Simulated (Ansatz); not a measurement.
**Work function of Na(111): what the settings cost and change**

How far do functional and pseudopotentials move the work function of Na(111), and at what cost?

Calculated with Ansatz 0.2.0; plane-wave DFT, PBE, Ansatz PAW, in the first sound run; inputs show where later runs differ.

**1. The structure**

The cell holds 11 atoms: 11 Na. Cell: a = 5.982 Å, b = 5.982 Å, c = 30.211 Å, α = 90.0°, β = 90.0°, γ = 60.0°. Vacuum lies along c.

**2. Slab, setting PBE, Ansatz PAW (420 eV)**

A work function rests on the faint tail of the density, so the SCF threshold is tight. PBE on the default files comes first; the next runs keep the geometry and change functional or files, each at the cutoff that its files recommend; a relaxation and, for heavy metals, spin-orbit coupling close the ladder.

input.yaml reads:

```yaml
crystal:
  lattice:
    - [5.9821233688, 0.0, 0.0]
    - [2.9910616844, 5.180670806, 0.0]
    - [0.0, 0.0, 30.2109581934]
  atoms:
    - { symbol: Na, position: [0.6666666667, 0.6666666667, 0.2979051489] }
    - { symbol: Na, position: [0.0, 0.0, 0.3383241191] }
    - { symbol: Na, position: [0.3333333333, 0.3333333333, 0.3787430894] }
    - { symbol: Na, position: [0.6666666667, 0.6666666667, 0.4191620596] }
    - { symbol: Na, position: [0.0, 0.0, 0.4595810298] }
    - { symbol: Na, position: [0.3333333333, 0.3333333333, 0.5] }
    - { symbol: Na, position: [0.6666666667, 0.6666666667, 0.5404189702] }
    - { symbol: Na, position: [0.0, 0.0, 0.5808379404] }
    - { symbol: Na, position: [0.3333333333, 0.3333333333, 0.6212569106] }
    - { symbol: Na, position: [0.6666666667, 0.6666666667, 0.6616758809] }
    - { symbol: Na, position: [0.0, 0.0, 0.7020948511] }
kpoints:
  mp_grid: { grid: [8, 8, 1] }
hamiltonian:
  xc: pbe
scf:
  occupations: { method: fermi_dirac, width: 0.1 }
  convergence: { dr2_threshold: 1.0e-09 }
efield:
  axis: 3
  dipole_correction: true
  ramp_position: 0.97
  ramp_width: 0.06
output:
  write_potential: true
  write_density: true
  volumetric_format: npy
  elf: true
```

On the command line:

```
$ ansatz run input.yaml --threads 2 --pin off --max-ram 3072MiB --backend cpu --events-out ev --progress --plain --runs-dir out
```

Numbers of over 12 decimals in the logs are rounded to 6 here.

The program printed:

```text
Engine: ansatz 0.2.0, aarch64-unknown-linux-gnu
Pseudopotentials: kind: paw
Pseudopotential: Na, paw, valence charge 9, recommended cutoff 420 eV (normal), Na.paw.azcp
Functional definition: PBE
  parameter kappa = 0.804
  parameter beta = 0.066725
  exchange = pbe_x(kappa = kappa, mu = beta*pi^2/3)
  correlation = pbe_c(beta = beta)
Crystal: 11 atoms, lattice volume = 936.280 Å³
Basis set: ecut = 420 eV, 18149 PW (Γ)
Bands: 61, of which v1, the nominal top of the filled ones, is band 50 counted from 1 (49 counted from 0)
Symmetry: 6 space group operations
k-points: 10 of 64 (time reversal used)
Non-local potential: Na, projectors of the file, l = 0: 3, l = 1: 2, l = 2: 1
PAW form: soft (Blöchl's): semilocal exchange-correlation on the pseudo side does not see the compensation charge
PAW one-centre angular grid: Na, 110 points (default); XC on 64 Gauss nodes
Initial density: superposition of atomic densities (neutral atoms: chi_scale 0, normalization atom), corrected by the library's trained network
Initial wavefunctions: pseudopotential atomic-orbital guess
Functional: x = pbe(κ = 0.804, μ = 0.219515), c = pbe(β = 0.066725)
SCF iter   1: F=—  HF=-16349.703859 eV  |F-HF|=—  |Δ(HF+E_count)|=         —  Δρ=1.01e-3  dr2=1.32e-1  ethr=1.77e-3  p=0.000 e·Å  D=3.85e-14 V/Å  ΔV_dip=-0.00 eV  dr2_dipole=1.31e-7  V_vac-E_F(+/−)=2.37/2.37 eV  ⟨swp⟩=13.3  Hψ=3331  notcnv=0
efield: sawtooth ramp at fractional position 0.9700 (set: `efield.ramp_position`, or a place that a band, a saddle search or an elastic batch's reference lends), width 0.0600; the density the first Hamiltonian is built on has a dipole p = 0.000 e·Å; the dipole correction subtracts the counter field D = 3.85e-14 V/Å, which shifts the + side's vacuum level by -0.00 eV against the − side's; the planar-averaged density in the ramp window peaks in size at 5.9e-6 e/Å³
preconditioner: auto → LDOS  [metal: Δε(μ)=0.082 eV  Ē_g=2.780 eV  σ=0.100 eV  W_gap=0.20  n_scr=96 (ndim 8)  ℏωp=4.0 eV  f_vac=0.503  D(μ)=5.85/eV (n_scr^D=10)  β→1.0]
SCF iter   2: F=—  HF=-16349.684895 eV  |F-HF|=—  |Δ(HF+E_count)|=   1.90e-2  Δρ=3.35e-4  dr2=5.61e-3  ethr=1.33e-4  p=0.000 e·Å  D=1.22e-5 V/Å  ΔV_dip=-0.00 eV  dr2_dipole=2.52e-8  V_vac-E_F(+/−)=2.56/2.57 eV  ⟨swp⟩=2.6  Hψ=874  notcnv=0
SCF iter   3: F=—  HF=-16349.685658 eV  |F-HF|=—  |Δ(HF+E_count)|=   7.63e-4  Δρ=1.67e-4  dr2=5.27e-4  ethr=5.66e-6  p=0.000 e·Å  D=5.72e-6 V/Å  ΔV_dip=-0.00 eV  dr2_dipole=1.21e-7  V_vac-E_F(+/−)=2.57/2.57 eV  ⟨swp⟩=2.1  Hψ=1066  notcnv=0
SCF iter   4: F=—  HF=-16349.685547 eV  |F-HF|=—  |Δ(HF+E_count)|=   1.11e-4  Δρ=6.17e-5  dr2=2.67e-5  ethr=5.32e-7  p=0.000 e·Å  D=5.31e-7 V/Å  ΔV_dip=-0.00 eV  dr2_dipole=4.55e-9  V_vac-E_F(+/−)=2.58/2.58 eV  ⟨swp⟩=2.4  Hψ=1202  notcnv=0
SCF iter   5: F=—  HF=-16349.685546 eV  |F-HF|=—  |Δ(HF+E_count)|=   6.13e-7  Δρ=1.33e-5  dr2=3.44e-6  ethr=2.70e-8  p=0.000 e·Å  D=1.14e-6 V/Å  ΔV_dip=-0.00 eV  dr2_dipole=9.26e-11  V_vac-E_F(+/−)=2.58/2.58 eV  ⟨swp⟩=2.0  Hψ=1137  notcnv=0
SCF iter   6: F=—  HF=-16349.685684 eV  |F-HF|=—  |Δ(HF+E_count)|=   1.37e-4  Δρ=1.98e-6  dr2=9.62e-8  ethr=3.48e-9  p=0.000 e·Å  D=8.46e-7 V/Å  ΔV_dip=-0.00 eV  dr2_dipole=4.70e-12  V_vac-E_F(+/−)=2.58/2.58 eV  ⟨swp⟩=2.0  Hψ=1004  notcnv=0
SCF iter   7: F=—  HF=-16349.685684 eV  |F-HF|=—  |Δ(HF+E_count)|=   3.55e-8  Δρ=4.07e-7  dr2=8.40e-9  ethr=9.72e-11  p=0.000 e·Å  D=8.35e-7 V/Å  ΔV_dip=-0.00 eV  dr2_dipole=4.89e-13  V_vac-E_F(+/−)=2.58/2.58 eV  ⟨swp⟩=2.0  Hψ=690  notcnv=0
SCF iter   8: F=-16349.685684 eV  HF=-16349.685684 eV  |F-HF|=4.51e-10  |Δ(HF+E_count)|=  2.84e-10  Δρ=2.21e-7  dr2=3.76e-10  ethr=1.01e-12  p=0.000 e·Å  D=8.68e-7 V/Å  ΔV_dip=-0.00 eV  dr2_dipole=2.16e-13  V_vac-E_F(+/−)=2.58/2.58 eV  ⟨swp⟩=8.8  Hψ=1693  notcnv=0
SCF 1 converged in 8 iterations: F = -16349.685684 eV  dr2 = 3.76e-10
  greatest PAW one-centre occupation: 0.999 electrons in one spin orbital (limit 2), on the Na atom at site 10 (counted from 0), in its partial waves of l = 0
WARN: The output density's exchange-correlation potential varies sharply where the density is thin. Do not read a vacuum level from v_tot or v_xc, or from such a field of the output density. On a cell that repeats whose density bears no net charge and no dipole along the vacuum's axis use v_es (v_loc + v_h of the components); under efield.dipole_correction with no amplitude use v_es + v_field, which holds any externa [...]
SCF converged after 8 iterations
Free energy (F): -16349.685684 eV
Harris-Foulkes:  -16349.685684 eV  (|F-HF|=4.51e-10)
Internal energy: -16349.499001 eV  (E = F + TS)
E sigma→0 (E₀):  -16349.592342 eV
Entropy (-TS):   -0.186683 eV (-16.971 meV/atom)
Fermi energy:    -0.651243 eV
Dipole field:    D = 0.000001 V/Å  (p = 0.000006 e·Å, saw-weighted, corrected)
Work function:   Φ+ = 2.5819 eV   Φ− = 2.5820 eV
Levels:          The Fermi level and band energies are counted from a zero that moves with the ramp; work functions are not
--- Per-component energies (eV) ---
  E_band       = -2901.872695
  E_kinetic    = 1320.053855
  E_local      = -60666.290964  (includes V_loc(G=0)·N_el)
  E_nonlocal   = 1265.767860
  E_hartree    = 28078.817306
  E_xc         = -420.001084
  E_vxc        = -539.571837  (∫ρ·V_xc dr)
  E_paw        = -2894.892802  (= ΣΔE_a)
  E_vpaw       = -439.463306  (= ΣTr[D̂ρ^β])
  E_aug_tail   = -0.000343  (compensation charges beyond the density's cutoff)
  E_efield     = 0.000000  (sawtooth field / dipole correction)
  E_vefield    = 0.000000  (∫n·V_field dr)
  E_ewald      = 16967.047170
  E_smearing   = -0.186683  (= −TS)
  E_closure    = 0.000000  (closes the sum)
  Σ components = -16349.685684   (vs F -16349.685684, Δ=0.00e0)
--- Band table (eV; the first three rows and the last of 10) ---
  k-point 0: bands = [... 46 lower, -2.5017, -1.5623, -0.5554, 0.4286, 1.2813, 1.5004, 1.5004, 1.5390, ... 7 higher]
  k-point 1: bands = [... 46 lower, -2.4137, -1.4759, -0.4711, 0.4882, 0.5135, 0.9412, 0.9549, 1.3439, ... 7 higher]
  k-point 2: bands = [... 46 lower, -2.1507, -1.2191, -0.5835, -0.2314, -0.1056, 0.5524, 0.5890, 0.7550, ... 7 higher]
  k-point 9: bands = [... 46 lower, -1.6340, -1.5367, -1.3560, -0.9484, -0.8627, -0.7718, -0.1492, 0.0672, ... 7 higher]
```

Wall time 74 s (2 threads of Arm Neoverse N1, shared host); peak memory 1.2 GiB; 2.2 min of CPU time.

Numbers from this step:

| Property | Result |
| --- | --- |
| energy at zero smearing | -16349.5923 eV |
| work function, upper face | 2.582 eV |

Running mean over 1.221 Å of the planar mean; the ramp of the sawtooth is left out. Electron's electrostatic potential energy less the Fermi level against z:

z (Å), electron's electrostatic potential energy less the Fermi level (eV) and a bar from the least value:
```
      3.5       2.58 ##############################
      4.0       2.58 ##############################
      4.5       2.58 ##############################
      5.0       2.58 ##############################
      5.5       2.57 ##############################
      6.0       2.55 ##############################
      6.5       2.50 #############################
      7.0       2.39 ############################
      7.5       2.16 ##########################
      8.0       1.58 #####################
      8.5       0.33 ###########
      9.0      -0.59 ###
      9.5      -0.86 
     10.0      -0.90 
     10.5      -0.88 
     11.0      -0.88 
     11.5      -0.88 
     12.0      -0.88 
     12.5      -0.88 
     13.0      -0.87 
     13.5      -0.86 
     14.0      -0.87 
     14.5      -0.88 
     15.0      -0.89 
     15.5      -0.89 
     16.0      -0.87 
     16.5      -0.86 
     17.0      -0.86 
     17.5      -0.87 
     18.0      -0.88 
     18.5      -0.88 
     19.0      -0.88 
     19.5      -0.88 
     20.0      -0.90 
     20.5      -0.89 
     21.0      -0.75 #
     21.5      -0.17 ######
     22.0       1.11 #################
     22.5       1.98 #########################
     23.0       2.32 ############################
     23.5       2.47 #############################
     24.0       2.53 ##############################
     24.5       2.56 ##############################
     25.0       2.57 ##############################
     25.5       2.58 ##############################
     26.0       2.58 ##############################
     26.5       2.58 ##############################
```

ELF in the ca plane at fractional y = 0.000, with atoms of Na within 0.2 Å of it. It is the smooth field of the valence electrons, not physical close to the nuclei.

Values, 9 rows by 16 columns, each cell a mean:
```
0.46 0.16 0.17 0.44 0.32 0.28 0.15 0.51 0.18 0.35 0.27 0.49 0.08 0.31 0.12 0.01
0.10 0.33 0.35 0.09 0.10 0.45 0.23 0.09 0.16 0.55 0.17 0.09 0.16 0.30 0.07 0.01
0.46 0.50 0.51 0.42 0.43 0.52 0.51 0.38 0.45 0.59 0.59 0.42 0.40 0.18 0.03 0.00
0.58 0.43 0.45 0.54 0.49 0.43 0.48 0.53 0.46 0.49 0.56 0.54 0.30 0.08 0.01 0.00
0.55 0.38 0.40 0.52 0.46 0.38 0.43 0.52 0.42 0.43 0.48 0.48 0.25 0.06 0.01 0.00
0.59 0.46 0.48 0.54 0.50 0.47 0.51 0.53 0.48 0.53 0.60 0.57 0.35 0.11 0.02 0.00
0.31 0.48 0.49 0.28 0.32 0.52 0.45 0.24 0.38 0.60 0.49 0.26 0.35 0.22 0.04 0.00
0.18 0.26 0.28 0.17 0.12 0.40 0.16 0.22 0.12 0.49 0.13 0.20 0.11 0.31 0.09 0.01
0.46 0.15 0.15 0.45 0.37 0.24 0.18 0.48 0.22 0.31 0.32 0.48 0.09 0.31 0.12 0.01
```
Columns run along c (16.0 Å, from fractional 0.34 to 0.87 of the cell), rows up along a (6.0 Å). Atoms in or near the plane, at fractional coordinates: Na at (0.34, 0.00), Na at (0.46, 0.00), Na at (0.58, 0.00), Na at (0.70, 0.00).

Valence density in the ca plane at fractional y = 0.000, with atoms of Na within 0.2 Å of it. It is the smooth field of the valence electrons, not physical close to the nuclei.

Values in units of 1e0 e/Å³, 9 rows by 16 columns, each cell a mean:
```
4.5 0.0 0.0 4.1 2.0 0.0 0.1 5.6 0.3 0.0 1.2 4.9 0.0 0.0 0.0 0.0
0.1 0.0 0.0 0.1 0.1 0.0 0.0 0.1 0.0 0.0 0.1 0.1 0.0 0.0 0.0 0.0
0.0 0.0 0.0 0.0 0.0 0.0 0.0 0.0 0.0 0.0 0.0 0.0 0.0 0.0 0.0 0.0
0.0 0.0 0.0 0.0 0.0 0.0 0.0 0.0 0.0 0.0 0.0 0.0 0.0 0.0 0.0 0.0
0.0 0.0 0.0 0.0 0.0 0.0 0.0 0.0 0.0 0.0 0.0 0.0 0.0 0.0 0.0 0.0
0.0 0.0 0.0 0.0 0.0 0.0 0.0 0.0 0.0 0.0 0.0 0.0 0.0 0.0 0.0 0.0
0.0 0.0 0.0 0.0 0.0 0.0 0.0 0.0 0.0 0.0 0.0 0.0 0.0 0.0 0.0 0.0
0.3 0.0 0.0 0.3 0.2 0.0 0.0 0.4 0.1 0.0 0.1 0.3 0.0 0.0 0.0 0.0
7.7 0.1 0.0 7.0 3.4 0.0 0.2 9.7 0.6 0.0 2.0 8.4 0.1 0.0 0.0 0.0
```
Columns run along c (16.0 Å, from fractional 0.34 to 0.87 of the cell), rows up along a (6.0 Å). Atoms in or near the plane, at fractional coordinates: Na at (0.34, 0.00), Na at (0.46, 0.00), Na at (0.58, 0.00), Na at (0.70, 0.00).

Electrostatic potential energy in the ca plane at fractional y = 0.000, with atoms of Na within 0.2 Å of it. With pseudopotentials it is smooth inside the atoms' cores, unlike the true potential.

Values in eV, 9 rows by 16 columns, each cell a mean:
```
-25  -1  -1 -24 -16   0  -4 -31  -6   1 -12 -27  -2   1   2   2
 -3   1   1  -2  -1   1   0  -3   0   2  -1  -3   0   1   2   2
  1   2   2   1   1   2   2   1   1   2   1   1   1   2   2   2
  2   1   1   2   2   1   1   2   1   1   1   2   2   2   2   2
  2   1   1   2   1   1   1   2   1   1   1   2   2   2   2   2
  2   1   1   2   2   1   1   2   1   1   1   2   2   2   2   2
  1   2   2   1   1   2   1   0   1   2   1   0   1   2   2   2
 -7   0   1  -6  -4   1  -1  -8  -1   1  -3  -7  -1   1   2   2
-32  -1  -1 -30 -21   0  -5 -39  -8   1 -16 -35  -3   1   2   2
```
Columns run along c (16.0 Å, from fractional 0.34 to 0.87 of the cell; values clipped at the 3rd and 97th percentile), rows up along a (6.0 Å). Atoms in or near the plane, at fractional coordinates: Na at (0.34, 0.00), Na at (0.46, 0.00), Na at (0.58, 0.00), Na at (0.70, 0.00).

The work function is 2.582 eV.

**3. Run**

This step: plane-wave DFT, LDA, Ansatz PAW (Ansatz 0.2.0).

Changes to input.yaml since step 2:

```diff
@@ -20,3 +20,3 @@
 hamiltonian:
-  xc: pbe
+  xc: lda
 scf:
@@ -33,2 +33 @@
   volumetric_format: npy
-  elf: true
```

The program printed:

```text
[...]
Crystal: 11 atoms, lattice volume = 936.280 Å³
Basis set: ecut = 420 eV, 18149 PW (Γ)
Bands: 61, of which v1, the nominal top of the filled ones, is band 50 counted from 1 (49 counted from 0)
Symmetry: 6 space group operations
k-points: 10 of 64 (time reversal used)
[...]
k-point 1: bands = [... 46 lower, -2.5542, -1.6120, -0.6053, 0.3515, 0.3790, 0.8059, 0.8371, 1.2154, ... 7 higher]
  k-point 2: bands = [... 46 lower, -2.2915, -1.3559, -0.7246, -0.3674, -0.2435, 0.4357, 0.4543, 0.6137, ... 7 higher]
  k-point 9: bands = [... 46 lower, -1.7779, -1.6783, -1.4983, -1.0927, -1.0058, -0.9098, -0.2870, -0.0818, ... 7 higher]
[key lines of the parts left out:]
SCF converged after 8 iterations
Free energy (F): -16131.496721 eV
Fermi energy:    -0.790661 eV
Dipole field:    D = 0.000000 V/Å  (p = 0.000001 e·Å, saw-weighted, corrected)
Work function:   Φ+ = 2.7010 eV   Φ− = 2.7010 eV
```

Elapsed: 77 s, on 2 threads; peak memory 1.2 GiB.

The work function is 2.701 eV, +0.119 eV from the run “PBE, Ansatz PAW (420 eV)”, at 1.0 times its CPU time.

**4. Slab**

This step: plane-wave DFT, PBEsol, Ansatz PAW (Ansatz 0.2.0).

Changes to input.yaml since step 3:

```diff
@@ -20,3 +20,3 @@
 hamiltonian:
-  xc: lda
+  xc: pbesol
 scf:
```

The program printed:

```text
[...]
Crystal: 11 atoms, lattice volume = 936.280 Å³
Basis set: ecut = 420 eV, 18149 PW (Γ)
Bands: 61, of which v1, the nominal top of the filled ones, is band 50 counted from 1 (49 counted from 0)
Symmetry: 6 space group operations
k-points: 10 of 64 (time reversal used)
[...]
k-point 1: bands = [... 46 lower, -2.4220, -1.4859, -0.4880, 0.4742, 0.4943, 0.9253, 0.9348, 1.3417, ... 7 higher]
  k-point 2: bands = [... 46 lower, -2.1591, -1.2287, -0.5950, -0.2459, -0.1215, 0.5323, 0.5725, 0.7429, ... 7 higher]
  k-point 9: bands = [... 46 lower, -1.6430, -1.5473, -1.3662, -0.9547, -0.8741, -0.7837, -0.1602, 0.0592, ... 7 higher]
[key lines of the parts left out:]
SCF converged after 9 iterations
Free energy (F): -16233.572266 eV
Fermi energy:    -0.662564 eV
Dipole field:    D = 0.000001 V/Å  (p = 0.000006 e·Å, saw-weighted, corrected)
Work function:   Φ+ = 2.5899 eV   Φ− = 2.5899 eV
```

Run time: 81 s. Hardware: 2 threads; peak memory 1.2 GiB.

The work function is 2.590 eV, +0.008 eV from the run “PBE, Ansatz PAW (420 eV)”, at 1.1 times its CPU time.

**5. Slab**

This step: plane-wave DFT, RPBE, Ansatz PAW (Ansatz 0.2.0).

Changes to input.yaml since step 4:

```diff
@@ -20,3 +20,3 @@
 hamiltonian:
-  xc: pbesol
+  xc: rpbe
 scf:
```

The program printed:

```text
[...]
Crystal: 11 atoms, lattice volume = 936.280 Å³
Basis set: ecut = 420 eV, 18149 PW (Γ)
Bands: 61, of which v1, the nominal top of the filled ones, is band 50 counted from 1 (49 counted from 0)
Symmetry: 6 space group operations
k-points: 10 of 64 (time reversal used)
[...]
k-point 1: bands = [... 46 lower, -2.3245, -1.3905, -0.3890, 0.5682, 0.5867, 1.0219, 1.0236, 1.3753, ... 7 higher]
  k-point 2: bands = [... 46 lower, -2.0616, -1.1336, -0.4961, -0.1488, -0.0206, 0.6205, 0.6693, 0.8317, ... 7 higher]
  k-point 9: bands = [... 46 lower, -1.5434, -1.4477, -1.2667, -0.8589, -0.7735, -0.6863, -0.0649, 0.1598, ... 7 higher]
[key lines of the parts left out:]
SCF converged after 9 iterations
Free energy (F): -16379.366915 eV
Fermi energy:    -0.565006 eV
Dipole field:    D = 0.000001 V/Å  (p = 0.000006 e·Å, saw-weighted, corrected)
Work function:   Φ+ = 2.5124 eV   Φ− = 2.5124 eV
```

Run time: 80 s. Hardware: 2 threads; peak memory 1.2 GiB; 2.3 min of CPU time.

The work function is 2.512 eV, -0.070 eV from the run “PBE, Ansatz PAW (420 eV)”, at 1.0 times its CPU time.

**6. Slab**

This step: plane-wave DFT, r2SCAN, Ansatz PAW (Ansatz 0.2.0).

Changes to input.yaml since step 5:

```diff
@@ -20,3 +20,3 @@
 hamiltonian:
-  xc: rpbe
+  xc: r2scan
 scf:
```

The program printed:

```text
[...]
Crystal: 11 atoms, lattice volume = 936.280 Å³
Basis set: ecut = 500 eV, 23619 PW (Γ), exchange–correlation on 180×180×900 points (64 copies of the dense FFT grid, shifted against one another)
Bands: 61, of which v1, the nominal top of the filled ones, is band 50 counted from 1 (49 counted from 0)
Symmetry: 6 space group operations
[...]
k-point 1: bands = [... 46 lower, -2.5100, -1.5130, -0.4515, 0.5870, 0.6017, 1.0334, 1.0697, 1.5106, ... 7 higher]
  k-point 2: bands = [... 46 lower, -2.2263, -1.2333, -0.5462, -0.1869, -0.0460, 0.5946, 0.6853, 0.9020, ... 7 higher]
  k-point 9: bands = [... 46 lower, -1.6639, -1.5660, -1.3698, -0.9207, -0.8430, -0.7538, -0.0826, 0.1706, ... 7 higher]
[key lines of the parts left out:]
SCF converged after 10 iterations
Free energy (F): -16373.769554 eV
Fermi energy:    -0.619969 eV
Dipole field:    D = 0.000000 V/Å  (p = 0.000000 e·Å, saw-weighted, corrected)
Work function:   Φ+ = 2.5543 eV   Φ− = 2.5543 eV
```

Elapsed: 2.8 min, on 2 threads; peak memory 2.5 GiB; 4.8 min of CPU time.

The work function is 2.554 eV, -0.028 eV from the run “PBE, Ansatz PAW (420 eV)”, at 2.2 times its CPU time.

**7. Run**

This step: plane-wave DFT, PBE, JTH PAW (Ansatz 0.2.0).

Changes to input.yaml since step 6:

```diff
@@ -20,3 +20,4 @@
 hamiltonian:
-  xc: r2scan
+  xc: pbe
+  pseudopotentials: { kind: paw, source: jth }
 scf:
```

The program printed:

```text
Warning: <dir> the checks of this Na dataset prove no rule for summing its radial tables, as where they were carried onto another mesh than they were made on, and Gregory's rule is taken, under which a leading mesh point left out moves its sums only by what lay on the interval it spanned. That does not make them correct, and they differ from Quantum ESPRESSO's on this file; a re-export a fraction of a mesh step off can move them. hamiltonian.pseudopotentials.radial_quadrature: simpson_from_first_knot sums it by `pw.x`'s rule; on a PAW file no value gives `pw.x`'s numbers. What more to know: hamiltonian.pseudopotentials.radial_quadrature, in the input reference
Engine: ansatz 0.2.0, aarch64-unknown-linux-gnu
Pseudopotentials: kind: paw
Pseudopotential: Na, paw, valence charge 9, recommended cutoff 1440 eV (normal), Na.paw.azcp
Functional definition: PBE
  parameter kappa = 0.804
  parameter beta = 0.066725
  exchange = pbe_x(kappa = kappa, mu = beta*pi^2/3)
  correlation = pbe_c(beta = beta)
name one with --spill-dir DIR, on a local disk that has 1.06 GiB free on top of a fifth of its size, which is kept free (a 1 TiB disk: 205.86 GiB free)
with nothing else changed it takes a maximum of at least 3.50 GiB, with nothing to spare, and 3.85 GiB leaves up to a tenth: --max-ram 3.85GiB where that set the maximum, else more of the term that did, and with no share typed, where 3.85 GiB is over 0.88 of the host's memory or its container's limit, a share of 0.88 or more that holds the maximum too (--max-ram-frac F), where one does; The budget is ten elevenths of [...]
```

Run time: 5.6 s. Hardware: 2 threads; peak memory 0.47 GiB.

The input was rejected at the start.

(Part 1 of 2 ends here.)

[Logs are printed without paths, hosts, clocks, repeated set-up lines and the standing remarks that a program may print on its own settings, such as how far it seeks lower states.]

[Hosts, paths, dates, database ids (printed as entryN), source tags and the programs' standing remarks are cut or masked in the printed files.]

[Maps of the electrostatic potential energy from Ansatz leave out the sawtooth potential of an applied field or a dipole correction, so their vacuum need not be flat; planar profiles and work functions include it.]
